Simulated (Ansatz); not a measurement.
# Heat carried by phonons in MgO (Periclase, Fm-3m), part 3 of 3

Aim: the lattice thermal conductivity of MgO (Periclase) against temperature, and which phonons carry it.

Experimental results on record:
- thermal conductivity 60 W/m/K near room temperature (given in “Combining the AFLOW GIBBS and Elastic Libraries to efficiently and robustly screen thermo-mechanical properties of solids”, 2017, arXiv:1611.05714)
- thermal conductivity 60 W/m/K near room temperature (given in “Predicting the lattice thermal conductivity of solids by solving the Boltzmann transport equation: AFLOW - AAPL an automated, accurate and efficient framework”, 2017, arXiv:1611.05481)

Ansatz 0.2.0; DFT PBEsol, scalar-relativistic, plane waves, PAW; PAW set soft_1.

So far, κ at 300 K (relaxation time) (W/m/K): step 6 (anharmonic force constants and conductivity, k-mesh 9×9×9 …) 53.3. Also mean eps_inf: step 6 3.24. The relaxed cell has a = 4.215 Å (conventional setting).

The database entry behind the starting cell differs from later determinations by our own check (about 0.1 % long), so it need not match the best structure at ambient conditions.

### 7. Anharmonic force constants and conductivity, k-mesh 12×12×12, q-mesh of the transport sums 25×25×25 (continued)

300 K; a sample spread over frequency. Mode lifetimes, by row, the first 40 of 90 rows:

```
  q1    q2     q3  branch  frequency (THz)  rms speed (km/s)  three-phonon rate (1/ps)  isotope rate (1/ps)  lifetime (ps)  mean free path (nm)
   0     0   0.04       1            0.934              5.81                    0.0253              1.01e-6           39.5                  229
   0  0.04  -0.12       2            3.369               5.9                     0.144              3.55e-4            6.9                 40.7
   0  0.04    0.2       2            4.341              4.95                     0.339              0.00114           2.94                 14.5
   0  0.12   0.12       3            5.036              8.35                     0.604              0.00219           1.65                 13.8
0.04  0.16   0.28       1            5.619              4.61                     0.312               0.0043           3.16                 14.6
0.08   0.2   0.32       1            6.056              4.44                     0.402              0.00668           2.45                 10.9
   0  0.04   0.32       2            6.418              4.07                     0.428              0.00963           2.28                 9.31
0.04   0.2   -0.2       1            6.735              4.07                     0.506               0.0135           1.92                 7.83
   0  0.08  -0.32       1            7.049              3.43                      0.44               0.0191           2.18                 7.48
0.04   0.2  -0.24       1            7.265              3.55                     0.493               0.0243           1.93                 6.85
0.08  0.16   0.44       1            7.478              2.96                     0.348                0.031           2.64                 7.82
   0   0.2  -0.28       1            7.666              2.97                     0.479                0.041           1.92                  5.7
   0   0.2   0.44       1            7.815              2.09                      0.19               0.0462           4.24                 8.84
0.04  0.16   0.48       1            7.932              1.95                     0.234               0.0589           3.41                 6.64
0.04   0.2  -0.32       1            8.063              2.08                     0.383               0.0824           2.15                 4.47
0.04  0.16  -0.48       1            8.163               1.3                     0.248                0.105           2.83                 3.68
0.12  0.32   -0.2       1            8.271              2.63                     0.349                0.112           2.17                 5.73
0.08  0.28  -0.48       1            8.344              2.15                     0.204                0.111           3.17                 6.82
0.04   0.4   0.48       1             8.42              1.68                     0.142                0.109           3.97                 6.68
   0   0.4  -0.48       1            8.493              0.51                     0.168                0.122           3.45                 1.75
0.04  0.32   0.44       2            8.557              3.54                     0.141                0.137            3.6                 12.8
0.04  0.36   -0.4       1            8.636              1.15                     0.215                0.131            2.9                 3.34
   0  0.32   0.44       2            8.749              3.55                     0.134               0.0958           4.35                 15.4
0.08  0.44   -0.4       1            8.886              2.43                     0.137                0.086           4.48                 10.9
0.12  0.28   -0.2       2            9.013              3.95                     0.131               0.0776            4.8                   19
 0.2   0.4   -0.4       1            9.185              2.46                     0.182               0.0814            3.8                 9.34
0.16  0.36  -0.48       2            9.355              3.43                     0.132               0.0691           4.97                   17
   0   0.2   0.28       3            9.537              6.12                      0.25                0.051           3.32                 20.3
   0  0.08   0.28       3            9.751              7.61                    0.0855               0.0437           7.74                 58.9
0.12  0.32  -0.24       2             9.97              3.34                     0.169               0.0633           4.31                 14.4
0.04  0.12   0.32       3             10.2              6.98                     0.124               0.0404           6.08                 42.4
0.04   0.4   -0.4       2             10.5              4.61                     0.101               0.0597           6.23                 28.7
0.04  0.32   -0.4       2            10.68              3.24                     0.188               0.0633           3.98                 12.9
   0     0    0.4       4            10.81               1.3                     0.247               0.0132           3.84                 4.99
0.04  0.32  -0.36       2            10.89              3.18                     0.196               0.0786           3.64                 11.6
   0  0.12  -0.24       4            10.97              0.72                     0.276               0.0233           3.35                 2.39
0.08   0.2  -0.28       3            11.05              1.88                     0.252               0.0127           3.78                 7.09
   0  0.08  -0.44       4            11.14              3.02                     0.273              0.00999           3.53                 10.7
0.04  0.36  -0.32       2            11.24              2.24                     0.167               0.0618           4.36                 9.76
0.04  0.12  -0.12       4            11.31              1.23                     0.307               0.0287           2.98                 3.67
```

Without the LO-TO term. Gamma linewidths, by row:

```
branch  frequency (cm⁻¹)  three-phonon rate (1/ps)  isotope rate (1/ps)  FWHM (cm⁻¹)
     4             387.2                     0.347               0.0455         2.08
     5             387.2                     0.347               0.0455         2.08
     6             387.2                     0.347               0.0455         2.08
```

W/m/K, third of the trace; RTA populations with a boundary rate v/L added to each mode (Matthiessen's rule). Kappa by grain size, by row:

```
T (K)   bulk  10 nm  30 nm  100 nm  300 nm  1000 nm  10000 nm  100000 nm
  100    221  6.668   15.9   35.07    61.9    98.46     167.9        210
  300  52.89  14.76  24.74   35.24   42.29    47.29     51.88      52.78
  600   28.3  12.19  17.77   22.45   25.11    26.83     28.09      28.27
```

W/m/K, third of the trace; RTA populations with the isotope rates scaled. Kappa by mass disorder, by row:

```
T (K)  no isotopes  as typed  variance x 3  variance x 10  variance x 30
  100          295       221           183          135.5          89.32
  300        62.82     52.89         43.75          32.46          23.49
  600        31.07      28.3         24.82           19.3          14.16
```

At 300 K the relaxation-time value is 53.1 W/(m K), 1.00 times that of the rung before.

### 8. The ladder

Ladder, by row:

```
cells or q mesh    k mesh  pair cutoff  atoms in the supercell  q-mesh of the transport sums  κ at 300 K (relaxation time) (W/m/K)  κ at 300 K (full solution) (W/m/K)  core-minutes
          3x3x3     9x9x9         3.13                      54                      15×15×15                                 53.28                               59.54          10.6
          6x6x6  12x12x12         3.13                      54                      25×25×25                                 53.06                                   -          38.3
```

### 9. What came out

```
highest frequency                          : 692.2 cm⁻¹
Debye temperature from the second moment   : 750 K
κ at 300 K (relaxation time)               : 53.06 W/m/K
mean free path at half of κ                : 31.5 nm
share of κ above the three lowest branches : 0.137
```

**Reading.** The lattice of MgO (Periclase) conducts 53.1 W/(m K) at 300 K by PBEsol (mean over directions, relaxation-time solution). Above 300 K the relaxation-time κ falls as T^-0.90, near the 1/T law of three-phonon scattering. Grains of 100 nm would keep 67 % of the bulk value at 300 K, and grains of 1 µm 89 %. Removing the natural isotope disorder raises κ at 300 K by 19 %. The first rung (54 atoms, cutoff 3.13 Å) gave 53.3 W/(m K) by relaxation time for 0.28 times the cost of the last; the two share the cutoff and differ in supercell or meshes, so the cutoff itself is not tested. A measured thermal conductivity near room temperature is 60 W/m/K (arXiv:1611.05714); the calculated 53.1 W/m/K differs by -12 %. Missing scattering can't explain a value that is too low; the relaxation-time approximation, the supercell, the cutoff, the meshes, the functional and the use of 0 K frequencies can. The last run computed the relaxation-time solution alone; it counts normal processes as resistive, so the full solution usually lies higher: on an earlier rung it gave 59.5 against 53.3 W/(m K). The sum rules changed one orbit of cubic constants by up to 14 %; by the manual a large change points to a short cutoff or, on a small and distant orbit, to noisy forces. The conductivities include the coherence part between close branches; the shares for grains, isotopes, branches and paths are of the relaxation-time populations alone. Cubic couplings among atoms farther apart than the pair cutoff are dropped, and neither the cutoff nor the q-mesh was shown to be converged here. The PAW files were made for PBE and are used here under another functional, for which the program regenerates the frozen cores.

[Logs are printed without paths, hosts, clocks, repeated set-up lines and the standing remarks that a program may print on its own settings, such as how far it seeks lower states.]

[Hosts, paths, dates, database ids (printed as entryN), source tags and the programs' standing remarks are cut or masked in the printed files.]

[A step with changed settings may run another functional than the one named; its input shows which.]
